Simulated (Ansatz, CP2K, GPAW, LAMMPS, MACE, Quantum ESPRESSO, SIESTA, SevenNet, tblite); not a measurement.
**GPAW on liquid 37SiO2-42B2O3-11CaO-11Na2O (mol %) at 2300 K (71 atoms): settings against a plane-wave reference**

Wanted: GPAW inputs and outputs for liquid 37SiO2-42B2O3-11CaO-11Na2O (mol %) at 2300 K (71 atoms), checked against a plane-wave reference.

Main program and level: GPAW 26.7.0; the method is named at each step.

## Step 1: Set-up

The cell holds 71 atoms: 7 Si, 16 B, 2 Ca, 4 Na and 42 O. Cell: a = 9.484 Å, b = 9.484 Å, c = 9.484 Å, α = 90.0°, β = 90.0°, γ = 90.0°. 71 atoms (7 Si, 16 B, 2 Ca, 4 Na, 42 O) placed at random at 2.21 g/cm³, melted at 3000 K for 20 ps at fixed volume with the Buckingham and Coulomb pair potential of Guillot and Sator (Geochim. Cosmochim. Acta 71, 1249 (2007)) with the boron terms of Wang et al. (J. Non-Cryst. Solids 498, 294 (2018)). Snapshot at the end of a hold of 10 ps at 2300 K and zero pressure.

The yardstick, on the same geometry:

- method: Kohn-Sham DFT, PBE, SSSP efficiency 1.3.0 pseudopotentials, plane waves (Quantum ESPRESSO 7.5); sssp-pbe-1.3.0-efficiency, cutoffs 60/480 Ry, Γ point
- r.m.s. force component: 1.906 eV/Å
- longest force: 7.76 eV/Å
- pressure: -5.419 GPa
- gap (highest filled to lowest empty level): 0.8768 eV
- time: 3.2 min on 2 MPI ranks of Arm Neoverse V2, shared host
- CPU time: 6.4 min

## Step 2: PBE, LCAO dzp, h 0.18 Å

Method: Kohn-Sham DFT, PBE, PAW, atomic orbitals (dzp).

File run.py:

```python
import numpy as np
from ase.io import read
from gpaw import GPAW, FermiDirac

atoms = read("structure.xyz")
atoms.calc = GPAW(
    mode="lcao",
    basis="dzp",
    h=0.18,
    xc="PBE",
    kpts={"size": (1, 1, 1), "gamma": True},
    occupations=FermiDirac(0.05),
    maxiter=200,
    symmetry={"point_group": False},
    txt="gpaw.txt",
)
energy = atoms.get_potential_energy(force_consistent=True)
forces = atoms.get_forces()
print(f"energy {energy:.6f} eV")
print("forces (eV/A)")
for i, (a, f) in enumerate(zip(atoms, forces)):
    print(f"{i:4d} {a.symbol:2s} {f[0]:10.5f} {f[1]:10.5f} {f[2]:10.5f}")
print(f"Fermi level {atoms.calc.get_fermi_level():.4f} eV")
for k in range(len(atoms.calc.get_ibz_k_points())):
    for s in range(atoms.calc.get_number_of_spins()):
        e = atoms.calc.get_eigenvalues(kpt=k, spin=s)
        n = np.searchsorted(e, atoms.calc.get_fermi_level())
        print(f"k {k} spin {s} levels about the Fermi level:", np.round(e[max(n - 6, 0):n], 4).tolist(), "|", np.round(e[n:n + 6], 4).tolist())
```

File structure.xyz:

```xyz
71
Lattice="9.48399 0.00000 0.00000 0.00000 9.48399 0.00000 0.00000 0.00000 9.48399" Properties=species:S:1:pos:R:3 pbc="T T T"
Si 7.79205 1.60678 2.74818
Si 0.86200 7.86811 5.29558
Si 7.08198 6.64382 5.56672
Si 8.15405 2.47769 6.31757
Si 4.73536 0.34342 7.10872
Si 4.23963 6.54244 2.26876
Si 0.85849 4.81806 0.06165
B 7.78986 5.99938 8.51681
B 3.29426 6.74947 6.20234
B 1.34957 6.88661 1.89737
B 6.54073 3.80687 4.85732
B 3.80943 5.19315 8.87066
B 5.54975 2.90703 7.54869
B 6.01475 5.46022 0.95570
B 3.50557 1.74733 1.96423
B 0.23018 2.25691 8.99443
B 1.42127 0.42431 3.37848
B 4.28126 3.95691 3.35563
B 6.90425 2.83695 0.53916
B 5.45709 9.07220 1.68009
B 6.82326 9.23210 9.12341
B 6.37504 9.42898 4.75138
B 8.38024 9.21512 6.81235
Ca 0.06231 3.60155 2.53962
Ca 7.89352 7.25373 2.85478
Na 2.22826 3.77605 6.64401
Na 1.29931 1.42118 6.93650
Na 0.65013 8.14940 8.58055
Na 2.68131 9.02629 0.73482
O 4.53373 2.00169 7.46580
O 5.70329 0.69148 5.76807
O 7.87266 9.29763 8.19986
O 6.30382 4.03714 0.87765
O 3.61359 5.10466 2.90599
O 0.90326 5.51058 1.47334
O 4.07906 3.03023 2.25681
O 1.50435 8.86734 4.19667
O 8.11327 0.83943 6.04566
O 3.05005 6.45480 7.53996
O 6.90416 8.16847 5.13188
O 5.24711 3.74978 4.23991
O 6.48164 2.47599 8.67880
O 0.10641 1.18977 3.09358
O 3.21109 0.02229 6.71078
O 6.65634 9.04403 1.00748
O 9.06869 5.57146 8.69739
O 4.88928 8.14826 2.53896
O 5.71610 8.98912 8.19834
O 9.27743 6.80249 4.86083
O 9.45535 3.16054 5.54159
O 4.37952 7.25288 5.64089
O 7.65472 2.84150 3.72427
O 6.51702 3.34168 6.34621
O 2.68947 7.28503 2.12460
O 2.13143 6.92132 5.44134
O 7.81642 1.98775 1.07586
[... 11 atom lines left out ...]
O 7.31927 6.64107 7.39182
O 1.00028 1.16482 9.24442
O 0.04590 8.47224 6.46343
O 2.33354 1.25302 2.84501
```

On the command line:

```console
> OMP_NUM_THREADS=1 python run.py > output.txt
```

Output:

```text
energy -483.899043 eV
forces (eV/A)
   0 Si    1.89873   -3.74694    1.13442
   1 Si    3.87922   -2.73469   -2.48878
   2 Si    0.45389   -1.95953    5.76947
   3 Si    3.30091    1.73902    1.81145
   4 Si   -1.70239   -0.28651   -0.43163
   5 Si    1.60764   -1.10164   -0.67807
   6 Si    1.84848    3.91713   -4.47434
   7 B    -1.98053    0.91612    2.36981
   8 B    -0.00491    1.33346    2.68645
   9 B     0.93398   -0.06768   -0.77006
  10 B    -2.60891    2.09525   -1.17997
  11 B    -0.98640    1.90192   -0.60601
  12 B    -0.14303    1.05613    4.62881
  13 B     0.18798   -0.44127    0.25534
  14 B     2.34074   -0.43974    4.73332
  15 B    -0.06572   -2.89920   -2.00509
  16 B    -2.96220    1.91862   -0.77343
  17 B    -0.23874    0.91084   -4.14575
  18 B    -4.60337    3.98351   -4.97348
  19 B    -3.87980    0.96530    2.10815
  20 B    -2.58543   -0.89394   -5.15232
  21 B    -1.33748    2.07418    1.42329
  22 B    -0.00783    1.45298    2.77502
  23 Ca    1.14701    0.05620    1.89328
[...]
63 O    -1.27593   -1.47819    3.20944
  64 O    -0.91474    0.50597   -0.00941
  65 O     0.54835    0.49716    2.10997
  66 O     2.61330    1.06980   -2.91428
  67 O    -0.38648   -0.35877   -3.19864
  68 O    -0.80081   -0.05097   -1.03325
  69 O    -3.22922    3.64867    5.46438
  70 O     3.31409    1.74349   -2.29591
Fermi level 4.6433 eV
k 0 spin 0 levels about the Fermi level: [2.5909, 2.7285, 3.2358, 3.3785, 3.6755, 4.2648] | [5.0218, 5.5207, 5.7742, 5.885, 6.1406, 6.358]
```

gpaw.txt:

```text
Input parameters:
  mode=LCAO(),
  basis={'default': 'dzp'},
  h=0.18,
  kpts=MonkhorstPack(size=(1, 1, 1), gamma=True),
  maxiter=200,
  occupations=Occupations(name='fermi-dirac', width=0.05, fixmagmom=False),
  symmetry=Symmetry(point_group=False),
  xc=XC(name='PBE')
Unit cell  # Å
| periodic |        x |        y |        z |  lengths |    angles |
|----------|----------|----------|----------|----------|-----------|
|      yes | 9.483990 | 0.000000 | 0.000000 | 9.483990 | 90.000000 |
|      yes | 0.000000 | 9.483990 | 0.000000 | 9.483990 | 90.000000 |
|      yes | 0.000000 | 0.000000 | 9.483990 | 9.483990 | 90.000000 |
Number of symmetries: 1
Symmetry operations  # r_c * U_cc + t_c -> r_c
|   | kind |            matrix            |
|---|------|------------------------------|
| 0 |  E   |  1, 0, 0,  0, 1, 0,  0, 0, 1 |
BZ-sampling:
  Number of BZ points: 1
  Number of IBZ points: 1
  Monkhorst-Pack size: [1, 1, 1]
  Monkhorst-Pack shift: [0, 0, 0]
[... lines left out ...]
  Fermi-Dirac:
    width: 0.0500  # eV
FastPoissonSolver using
    Stencil: 6*3+1=19 point O(h^6) finite-difference Laplacian
xc functional:
  name: PBE with 2 nearest neighbor stencil
interpolation: tri-quintic # 5. degree polynomial
Initialization done in: 8.424 s
convergence criteria:
- Maximum [total energy] change in last 3 cyles: 0.0005 eV / valence electron
- Maximum integral of absolute [dens]ity change: 0.0001 electrons / valence electron
- Maximum integral of absolute [eigenst]ate change: 4e-08 eV^2 / valence electron
maximum number of iterations: 200
SCF iterations
|iter     |      energy | eigst |  dens |
|---------|-------------|-------|-------|
|iter:   1| -519.370682 |      c|       |
|iter:   2| -510.167758 |      c| -0.86 |
|iter:   3| -484.161887 |      c| -0.91 |
|iter:   4| -486.092366 |      c| -1.48 |
|iter:   5| -483.948338 |      c| -1.66 |
|iter:   6| -484.055510 |      c| -1.86 |
|iter:   7| -483.921412c|      c| -2.30 |
|iter:   8| -483.907049c|      c| -2.79 |
|iter:   9| -483.899048c|      c| -3.05 |
|iter:  10| -483.898745c|      c| -3.55 |
|iter:  11| -483.898630c|      c| -3.86 |
|iter:  12| -483.898602c|      c| -4.32c|
Converged in 12 steps
SCF loop duration: 133.271 s (11.106 s/step)
Energy contributions relative to reference atoms: (reference = -206328.219930)
Energy contributions:
  Kinetic:         376.447570
  Coulomb:        -356.742472
  Zero:              8.978984
  External:          0.000000
  Xc:             -512.582243
  Entropy:          -0.000883
  Spinorbit:         0.000000
  ----------------------------
  Free energy:    -483.899043
  Extrapolated:   -483.898602
dipole moment: (-56.999272, 22.254270, -8.590328)  # |e|*Ang
Fermi level: 4.643
Eigenvalues  # (at kpt = [0.000, 0.000, 0.000])
| band index |      eig [eV] | occ [0-2] |
|------------|---------------|-----------|
|          0 |       -38.474 |     2.000 |
|        ... |               |           |
|        180 |         2.417 |     2.000 |
|        181 |         2.438 |     2.000 |
[...]
|        195 |         6.682 |     0.000 |
|        ... |               |           |
|        229 |        10.026 |     0.000 |
Gap: 0.757 eV
Transition (v -> c):
  (s=0, k=0, n=187, [0.00, 0.00, 0.00]) -> (s=0, k=0, n=188, [0.00, 0.00, 0.00])
No difference between direct/indirect transitions
Force computation time: 27.248  # s
timing:  # [seconds]
  Total:  168.972  # ━━━━━━━━━━━━━━━━━━━━━━━━━━━━━━━━━━━━━━━━━━━━━━━━━━━━━━━━
  Init:     8.424  # ━━━
  SCF:    133.271  # ━━━━━━━━━━━━━━━━━━━━━━━━━━━━━━━━━━━━━━━━━━━━
  Forces:  27.249  # ━━━━━━━━━
```

Elapsed: 2.8 min, on 1 thread of Arm Neoverse V2, shared host; peak memory 1.3 GiB.

Banners and routine set-up lines are dropped from the logs; longer cuts are marked.

Compared with the plane-wave run:

```yaml
r_m_s_force_component: 2.001 eV/Å
r_m_s_difference_of_force_components: 291.8 meV/Å
longest_difference_of_force_vectors: 972.6 meV/Å
force_difference_over_r_m_s_force: 15.31 %
slope_of_forces_against_the_reference_s: 1.04
correlation_of_force_components: 0.99
spacing_of_highest_filled_and_lowest_empty_level: 0.757 eV
gap_difference: -0.1198 eV
```

Length of the force difference by element (eV/Å):

| element | atoms | mean | most |
| --- | --- | --- | --- |
| B | 16 | 0.30 | 0.60 |
| Ca | 2 | 0.10 | 0.12 |
| Na | 4 | 0.060 | 0.079 |
| O | 42 | 0.56 | 0.97 |
| Si | 7 | 0.46 | 0.75 |

Levels nearest the highest filled one (eV from it): -1.67, -1.54, -1.03, -0.89, -0.59, 0.00, 0.76, 1.26, 1.51, 1.62, 1.88, 2.09.

Local excerpt of 9 atoms (numbers count through the whole input) about B19, which bears the longest force; x, y, z are measured from there.

| atom | x | y | z | distance (Å) | Fx | Fy | Fz (eV/Å) |
| --- | --- | --- | --- | --- | --- | --- | --- |
| B19 | 0.00 | 0.00 | 0.00 | 0.00 | -4.60 | 3.98 | -4.97 |
| O56 | 0.91 | -0.85 | 0.54 | 1.36 | 0.93 | -1.13 | 3.20 |
| O33 | -0.60 | 1.20 | 0.34 | 1.38 | 1.46 | -2.28 | 1.55 |
| O42 | -0.42 | -0.36 | -1.34 | 1.45 | 0.01 | -0.17 | -0.45 |
| Si1 | 0.89 | -1.23 | 2.21 | 2.68 | 1.90 | -3.75 | 1.13 |
| B14 | -0.89 | 2.62 | 0.42 | 2.80 | 0.19 | -0.44 | 0.26 |
| B13 | -1.35 | 0.07 | -2.47 | 2.82 | -0.14 | 1.06 | 4.63 |
| O60 | 1.98 | -0.21 | -2.15 | 2.93 | 0.53 | -0.79 | 0.83 |
| B16 | 2.81 | -0.58 | -1.03 | 3.05 | -0.07 | -2.90 | -2.01 |

Atoms are counted from 1 here, from 0 in the log.

Forces lie 15 % from the reference's, at 0.44 times its CPU time (on 1 against 2 cores).

## Step 3: PBE, LCAO szp(dzp), h 0.18 Å

Method: Kohn-Sham DFT, PBE, PAW, atomic orbitals (szp(dzp)).

run.py: that of step 2 with these lines changed.

```diff
@@ -7,3 +7,3 @@
     mode="lcao",
-    basis="dzp",
+    basis="szp(dzp)",
     h=0.18,
```

structure.xyz is that of step 2.

Output:

```text
energy -454.024584 eV
forces (eV/A)
   0 Si    1.79148   -3.78467    1.29172
   1 Si    3.64338   -3.29481   -2.47110
   2 Si    0.14733   -1.74066    5.75796
   3 Si    3.79346    2.04633    1.99413
   4 Si   -2.31435   -0.64496   -0.61372
   5 Si    1.63578   -1.16909   -0.55411
[...]
68 O    -0.24368   -0.90452   -0.93431
  69 O    -2.45927    3.19946    5.30499
  70 O     3.69889    2.08317   -2.40481
Fermi level 4.7233 eV
k 0 spin 0 levels about the Fermi level: [2.7089, 2.9157, 3.3683, 3.5315, 3.8229, 4.4461] | [5.0007, 5.2942, 5.6721, 5.8844, 6.0283, 6.3132]
```

gpaw.txt:

```text
Input parameters:
  mode=LCAO(),
  basis={'default': 'szp(dzp)'},
  h=0.18,
  kpts=MonkhorstPack(size=(1, 1, 1), gamma=True),
  maxiter=200,
  occupations=Occupations(name='fermi-dirac', width=0.05, fixmagmom=False),
[... lines left out ...]
  Fermi-Dirac:
[... lines left out ...]
convergence criteria:
- Maximum [total energy] change in last 3 cyles: 0.0005 eV / valence electron
[... lines left out ...]
Converged in 14 steps
[... lines left out ...]
  Free energy:    -454.024584
[... lines left out ...]
Fermi level: 4.723
[... lines left out ...]
|        ... |               |           |
|        229 |        10.184 |     0.000 |
Gap: 0.555 eV
Transition (v -> c):
  (s=0, k=0, n=187, [0.00, 0.00, 0.00]) -> (s=0, k=0, n=188, [0.00, 0.00, 0.00])
No difference between direct/indirect transitions
Force computation time: 19.563  # s
timing:  # [seconds]
  Total:  145.090  # ━━━━━━━━━━━━━━━━━━━━━━━━━━━━━━━━━━━━━━━━━━━━━━━━━━━━━━━━
  Init:     6.609  # ━━╸
  SCF:    118.893  # ━━━━━━━━━━━━━━━━━━━━━━━━━━━━━━━━━━━━━━━━━━━━━━
  Forces:  19.563  # ━━━━━━━╸
```

Run time: 2.4 min. Hardware: 1 thread; peak memory 1.2 GiB.

Against the reference:

```
r.m.s. force component                           : 2.098 eV/Å
r.m.s. difference of force components            : 613.8 meV/Å
longest difference of force vectors              : 2163 meV/Å
force difference over r.m.s. force               : 32.21 %
slope of forces against the reference's          : 1.054
correlation of force components                  : 0.9575
gap (highest filled to lowest empty level) : 0.5546 eV
gap difference                                   : -0.3222 eV
```

This is a coarse setting, run to see what it loses.

Against the first run (15 %), the force difference from the reference is 32 %, at 0.86 times the CPU time, with 657 basis functions against 971: the smaller basis costs accuracy.

## Step 4: PBE, LCAO dzp, h 0.25 Å

Method: Kohn-Sham DFT, PBE, PAW, atomic orbitals (dzp).

run.py: that of step 3 with these lines changed.

```diff
@@ -7,4 +7,4 @@
     mode="lcao",
-    basis="szp(dzp)",
-    h=0.18,
+    basis="dzp",
+    h=0.25,
     xc="PBE",
```

structure.xyz is that of step 3.

Output:

```text
energy -449.932398 eV
forces (eV/A)
   0 Si    1.90398   -3.75383    1.13836
   1 Si    3.87167   -2.72428   -2.49695
   2 Si    0.43567   -1.97102    5.80101
   3 Si    3.29202    1.72873    1.80844
   4 Si   -1.71268   -0.31453   -0.39135
   5 Si    1.57409   -1.10650   -0.67953
[...]
68 O     1.03963   -0.87019   -2.06075
  69 O    -4.70505    1.90537    5.80967
  70 O     4.76781    3.82236   -0.41586
Fermi level 4.6540 eV
k 0 spin 0 levels about the Fermi level: [2.6222, 2.7628, 3.2319, 3.3761, 3.6917, 4.2772] | [5.0307, 5.533, 5.7882, 5.8982, 6.1554, 6.371]
```

gpaw.txt:

```text
Input parameters:
  mode=LCAO(),
  basis={'default': 'dzp'},
  h=0.25,
  kpts=MonkhorstPack(size=(1, 1, 1), gamma=True),
  maxiter=200,
  occupations=Occupations(name='fermi-dirac', width=0.05, fixmagmom=False),
[... lines left out ...]
  Fermi-Dirac:
[... lines left out ...]
convergence criteria:
- Maximum [total energy] change in last 3 cyles: 0.0005 eV / valence electron
[... lines left out ...]
Converged in 12 steps
[... lines left out ...]
  Free energy:    -449.932398
[... lines left out ...]
Fermi level: 4.654
[... lines left out ...]
|        ... |               |           |
|        229 |        10.040 |     0.000 |
Gap: 0.754 eV
Transition (v -> c):
  (s=0, k=0, n=187, [0.00, 0.00, 0.00]) -> (s=0, k=0, n=188, [0.00, 0.00, 0.00])
No difference between direct/indirect transitions
Force computation time: 11.233  # s
timing:  # [seconds]
  Total:  73.711  # ━━━━━━━━━━━━━━━━━━━━━━━━━━━━━━━━━━━━━━━━━━━━━━━━━━━━━━━━━
  Init:    6.851  # ━━━━━╸
  SCF:    55.599  # ━━━━━━━━━━━━━━━━━━━━━━━━━━━━━━━━━━━━━━━━━━━
  Forces: 11.233  # ━━━━━━━━╸
```

Wall time 75 s (1 thread); peak memory 0.61 GiB.

Against the reference:

| Quantity | Value |
| --- | --- |
| r.m.s. force component | 2.374 eV/Å |
| r.m.s. difference of force components | 1182 meV/Å |
| longest difference of force vectors | 3535 meV/Å |
| force difference over r.m.s. force | 62.01 % |
| slope of forces against the reference's | 1.084 |
| correlation of force components | 0.8708 |
| gap (highest filled to lowest empty level) | 0.7535 eV |
| gap difference | -0.1233 eV |
| energy less the same-level run's | 478.4 meV/atom |
| r.m.s. force difference from the same-level run | 1093 meV/Å |

This is a coarse setting, run to see what it loses.

Against the first run (15 %), the force difference from the reference is 62 %, at 0.44 times the CPU time: the grid matters here.

The difference per atom is largest on O (2.6 eV/Å on average, against 0.47 on Si). The forces add up to 20 eV/Å instead of zero, usually a sign of too coarse a grid.

## Step 5: LDA, LCAO dzp, h 0.18 Å

Method: Kohn-Sham DFT, LDA, PAW, atomic orbitals (dzp).

run.py: that of step 4 with these lines changed.

```diff
@@ -8,4 +8,4 @@
     basis="dzp",
-    h=0.25,
-    xc="PBE",
+    h=0.18,
+    xc="LDA",
     kpts={"size": (1, 1, 1), "gamma": True},
```

structure.xyz is that of step 4.

Output:

```text
energy -535.909386 eV
forces (eV/A)
   0 Si    1.89988   -3.62098    1.17830
   1 Si    3.85577   -2.76995   -2.49592
   2 Si    0.55643   -1.87604    5.62396
   3 Si    3.39228    1.64503    1.82541
   4 Si   -1.65168   -0.16303   -0.51001
   5 Si    1.56265   -1.09022   -0.68525
   6 Si    1.81556    3.76913   -4.24489
   7 B    -1.89393    1.02874    2.39647
   8 B    -0.11977    1.49646    2.59757
   9 B     0.91062   -0.03704   -0.78317
  10 B    -2.66672    2.15969   -1.20202
  11 B    -0.99774    1.83413   -0.59008
  12 B    -0.12628    0.97059    4.57692
  13 B     0.21142   -0.41508    0.28787
  14 B     2.35990   -0.49206    4.80917
  15 B    -0.07777   -2.80601   -1.91499
  16 B    -2.92324    1.96371   -0.78632
  17 B    -0.14310    0.92481   -4.30122
  18 B    -4.52626    3.88475   -5.00799
  19 B    -3.83063    0.97980    2.20341
  20 B    -2.52329   -0.92820   -5.12863
  21 B    -1.25820    2.04221    1.46493
  22 B     0.03012    1.47380    2.77247
  23 Ca    1.01201   -0.09303    1.66970
[...]
63 O    -1.32121   -1.34968    3.00424
  64 O    -0.67275    0.15430    0.14257
  65 O     0.30348    0.52437    1.69287
  66 O     2.42140    0.76075   -2.96555
  67 O    -0.22000   -0.44520   -3.14680
  68 O    -1.04098    0.29005   -1.17335
  69 O    -3.30776    3.60401    5.18315
  70 O     3.23049    1.52950   -2.41742
Fermi level 4.2410 eV
k 0 spin 0 levels about the Fermi level: [2.1926, 2.3521, 2.8424, 2.9869, 3.2701, 3.8702] | [4.6118, 5.115, 5.3177, 5.4711, 5.677, 5.927]
```

gpaw.txt:

```text
Input parameters:
  mode=LCAO(),
  basis={'default': 'dzp'},
  h=0.18,
  kpts=MonkhorstPack(size=(1, 1, 1), gamma=True),
  maxiter=200,
  occupations=Occupations(name='fermi-dirac', width=0.05, fixmagmom=False),
  symmetry=Symmetry(point_group=False),
  xc=XC(name='LDA')
Unit cell  # Å
| periodic |        x |        y |        z |  lengths |    angles |
[... lines left out ...]
  Fermi-Dirac:
[... lines left out ...]
convergence criteria:
- Maximum [total energy] change in last 3 cyles: 0.0005 eV / valence electron
[... lines left out ...]
Converged in 11 steps
[... lines left out ...]
  Free energy:    -535.909386
  Extrapolated:   -535.908880
dipole moment: (-57.183636, 22.241431, -8.571133)  # |e|*Ang
Fermi level: 4.241
Eigenvalues  # (at kpt = [0.000, 0.000, 0.000])
| band index |      eig [eV] | occ [0-2] |
|------------|---------------|-----------|
|          0 |       -38.278 |     2.000 |
|        ... |               |           |
|        180 |         2.040 |     2.000 |
|        181 |         2.077 |     2.000 |
[...]
|        195 |         6.235 |     0.000 |
|        ... |               |           |
|        229 |         9.521 |     0.000 |
Gap: 0.742 eV
Transition (v -> c):
  (s=0, k=0, n=187, [0.00, 0.00, 0.00]) -> (s=0, k=0, n=188, [0.00, 0.00, 0.00])
No difference between direct/indirect transitions
Force computation time: 27.356  # s
timing:  # [seconds]
  Total:  149.818  # ━━━━━━━━━━━━━━━━━━━━━━━━━━━━━━━━━━━━━━━━━━━━━━━━━━━━━━━━
  Init:     7.164  # ━━╸
  SCF:    115.270  # ━━━━━━━━━━━━━━━━━━━━━━━━━━━━━━━━━━━━━━━━━━━
  Forces:  27.356  # ━━━━━━━━━━
```

Run time: 2.5 min. Hardware: 1 thread; peak memory 1.3 GiB.

Compared with the plane-wave run:

```yaml
r_m_s_force_component: 1.953 eV/Å
r_m_s_difference_of_force_components: 187.9 meV/Å
longest_difference_of_force_vectors: 715.8 meV/Å
force_difference_over_r_m_s_force: 9.859 %
slope_of_forces_against_the_reference_s: 1.02
correlation_of_force_components: 0.9956
spacing_of_highest_filled_and_lowest_empty_level: 0.7416 eV
gap_difference: -0.1352 eV
```

Against the first run (15 %), the force difference from the reference is 9.9 %, at 0.89 times the CPU time; another functional landing nearer a PBE reference means that errors partly cancel.

(Continued in part 2 of 2.)

[Long decimals in the printed logs are rounded to 6 places.]

[Also dropped from logs without a mark: lines with file paths, logging warnings of Python, QE's lines on negative density and diagonalisation, SIESTA's first energy breakdown, zero terms and Voronoi charges.]

[Logs are printed without paths, hosts, clocks, repeated set-up lines and the standing remarks that a program may print on its own settings, such as how far it seeks lower states.]

[Hosts, paths, dates, database ids (printed as entryN), source tags and the programs' standing remarks are cut or masked in the printed files.]

[Most failed runs of this program on this cell are left out, timed-out ones always.]
